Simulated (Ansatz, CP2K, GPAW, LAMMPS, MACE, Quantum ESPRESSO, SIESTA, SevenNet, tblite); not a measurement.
**A faulty GPAW run on 47In2O3-53ZnO (mol %) with crystalline order left by the classical run (65 atoms)**

Program: GPAW 26.7.0, a calculation on a cell of 18 In, 10 Zn and 37 O, 13.0 Å³ an atom.

run.py

```python
import numpy as np
from ase.io import read
from gpaw import GPAW, FermiDirac

atoms = read("structure.xyz")
atoms.calc = GPAW(
    mode="lcao",
    basis="dzp",
    h=0.18,
    xc="PBE",
    kpts={"size": (1, 1, 1), "gamma": True},
    occupations=FermiDirac(0.05),
    maxiter=6,
    symmetry={"point_group": False},
    txt="gpaw.txt",
)
energy = atoms.get_potential_energy(force_consistent=True)
forces = atoms.get_forces()
print(f"energy {energy:.6f} eV")
print("forces (eV/A)")
for i, (a, f) in enumerate(zip(atoms, forces)):
    print(f"{i:4d} {a.symbol:2s} {f[0]:10.5f} {f[1]:10.5f} {f[2]:10.5f}")
print(f"Fermi level {atoms.calc.get_fermi_level():.4f} eV")
for k in range(len(atoms.calc.get_ibz_k_points())):
    for s in range(atoms.calc.get_number_of_spins()):
        e = atoms.calc.get_eigenvalues(kpt=k, spin=s)
        n = np.searchsorted(e, atoms.calc.get_fermi_level())
        print(f"k {k} spin {s} levels about the Fermi level:", np.round(e[max(n - 6, 0):n], 4).tolist(), "|", np.round(e[n:n + 6], 4).tolist())
```

structure.xyz

```xyz
65
Lattice="9.45319 0.00000 0.00000 0.00000 9.45319 0.00000 0.00000 0.00000 9.45319" Properties=species:S:1:pos:R:3 pbc="T T T"
In 5.66331 0.61105 1.45967
In 7.21713 2.27784 8.54890
In 8.23987 1.98876 3.15566
In 1.02406 4.36454 9.25997
In 7.44250 8.44860 8.59626
In 8.87966 0.59177 6.30811
In 2.65417 0.83557 6.28268
In 7.35420 8.35237 3.58389
In 4.14711 5.63722 3.83601
In 5.76134 3.93101 1.52168
[... 51 atom lines left out ...]
O 4.15969 2.37606 6.04012
O 8.80404 0.21780 4.24486
O 1.17787 8.74798 6.11395
O 0.69765 1.41297 2.45272
```

Run with:

```
$ OMP_NUM_THREADS=1 python run.py > output.txt
```

The program printed:

```text
gpaw.KohnShamConvergenceError
```

gpaw.txt:

```text
Input parameters:
  mode=LCAO(),
  basis={'default': 'dzp'},
  h=0.18,
  kpts=MonkhorstPack(size=(1, 1, 1), gamma=True),
  maxiter=6,
  occupations=Occupations(name='fermi-dirac', width=0.05, fixmagmom=False),
  symmetry=Symmetry(point_group=False),
  xc=XC(name='PBE')
Unit cell  # Å
| periodic |        x |        y |        z |  lengths |    angles |
|----------|----------|----------|----------|----------|-----------|
|      yes | 9.453190 | 0.000000 | 0.000000 | 9.453190 | 90.000000 |
|      yes | 0.000000 | 9.453190 | 0.000000 | 9.453190 | 90.000000 |
|      yes | 0.000000 | 0.000000 | 9.453190 | 9.453190 | 90.000000 |
Number of symmetries: 1
Symmetry operations  # r_c * U_cc + t_c -> r_c
|   | kind |            matrix            |
|---|------|------------------------------|
| 0 |  E   |  1, 0, 0,  0, 1, 0,  0, 0, 1 |
BZ-sampling:
  Number of BZ points: 1
  Number of IBZ points: 1
  Monkhorst-Pack size: [1, 1, 1]
  Monkhorst-Pack shift: [0, 0, 0]
K-points  # in reciprocal-cell coordinates
|   |                                coordinates |     weight |
|---|--------------------------------------------|------------|
| 0 | (  0.00000000,   0.00000000,   0.00000000) | 1.00000000 |
basis functions: 1105
Spin-components: 1 (collinear spins)
Bands:           350
Projectors:      353
Spin-degeneracy: 2
Datatype:        <class 'float'>
Parallelization:
  kpt:    1
  domain: 1
  band:   1
Density:
  Valence electrons: 576.0
  Components: 1
  Grid points: [52 52 52]
  Charge: 0.0  # |e|
Potential:
  Grid points: [52 52 52]
species:
  In:
    name:    Indium
    Z:       49.0
    valence: 13
    core:    36
    LCAO basis set for In:
      Name: dzp
      Number of radial functions: 7
      Number of spherical harmonics: 23
        l=0, rc=7.7188 Bohr: 5s-sz confined orbital
        l=1, rc=10.7500 Bohr: 5p-sz confined orbital
        l=2, rc=4.4219 Bohr: 4d-sz confined orbital
        l=0, rc=4.5312 Bohr: 5s-dz split-valence wave
        l=1, rc=6.4688 Bohr: 5p-dz split-valence wave
        l=2, rc=2.7344 Bohr: 4d-dz split-valence wave
        l=2, rc=10.7500 Bohr: d-type Gaussian polarization
      Number of RI-basis functions 0
  Zn:
    name:    Zinc
    Z:       30.0
    valence: 12
    core:    18
    LCAO basis set for Zn:
      Name: dzp
      Number of radial functions: 7
      Number of spherical harmonics: 21
        l=0, rc=8.1562 Bohr: 4s-sz confined orbital
        l=1, rc=12.4062 Bohr: 4p-sz confined orbital
        l=2, rc=4.3594 Bohr: 3d-sz confined orbital
        l=0, rc=4.7188 Bohr: 4s-dz split-valence wave
        l=1, rc=7.4844 Bohr: 4p-dz split-valence wave
        l=2, rc=2.8125 Bohr: 3d-dz split-valence wave
        l=1, rc=8.1562 Bohr: p-type Gaussian polarization
      Number of RI-basis functions 0
  O:
    name:    Oxygen
    Z:       8.0
    valence: 6
    core:    2
    LCAO basis set for O:
      Name: dzp
      Number of radial functions: 5
      Number of spherical harmonics: 13
        l=0, rc=4.3438 Bohr: 2s-sz confined orbital
        l=1, rc=5.3906 Bohr: 2p-sz confined orbital
        l=0, rc=2.2969 Bohr: 2s-dz split-valence wave
        l=1, rc=2.8906 Bohr: 2p-dz split-valence wave
        l=2, rc=5.3906 Bohr: d-type Gaussian polarization
      Number of RI-basis functions 0
Reference energy: -3443682.355554  # eV
eigensolver:
density mixing:
  MSR1-Mixer
occupation numbers:
  Fermi-Dirac:
    width: 0.0500  # eV
FastPoissonSolver using
    Stencil: 6*3+1=19 point O(h^6) finite-difference Laplacian
xc functional:
  name: PBE with 2 nearest neighbor stencil
interpolation: tri-quintic # 5. degree polynomial
Initialization done in: 9.223 s
convergence criteria:
- Maximum [total energy] change in last 3 cyles: 0.0005 eV / valence electron
- Maximum integral of absolute [dens]ity change: 0.0001 electrons / valence electron
- Maximum integral of absolute [eigenst]ate change: 4e-08 eV^2 / valence electron
maximum number of iterations: 6
SCF iterations
|iter     |      energy | eigst |  dens |
|---------|-------------|-------|-------|
|iter:   1| -347.042332 |      c|       |
|iter:   2| -337.660292 |      c| -1.03 |
|iter:   3| -313.650044 |      c| -1.08 |
|iter:   4| -313.499135 |      c| -1.58 |
|iter:   5| -314.452293 |      c| -1.83 |
|iter:   6| -313.390442 |      c| -2.08 |
timing:  # [seconds]
  Total: 103.121  # ━━━━━━━━━━━━━━━━━━━━━━━━━━━━━━━━━━━━━━━━━━━━━━━━━━━━━━━━━
  Init:    9.222  # ━━━━━
  SCF:    93.845  # ━━━━━━━━━━━━━━━━━━━━━━━━━━━━━━━━━━━━━━━━━━━━━━━━━━━━
```

Elapsed: 1.7 min, on 1 thread of Arm Neoverse V2, shared host; peak memory 1.5 GiB.

Banners, paths, timers and routine set-up lines are dropped from the logs unmarked, and long logs keep their key lines alone; longer cuts are marked.

Q: Name the fault.

Too few SCF iterations: iteration limit 6.

The run ended unconverged.

[Also dropped from logs without a mark: logging warnings of Python, and SIESTA's first energy breakdown and zero terms.]

[Logs are printed without paths, hosts, clocks, repeated set-up lines and the standing remarks that a program may print on its own settings, such as how far it seeks lower states.]

[Hosts, paths, dates, database ids (printed as entryN), source tags and the programs' standing remarks are cut or masked in the printed files.]
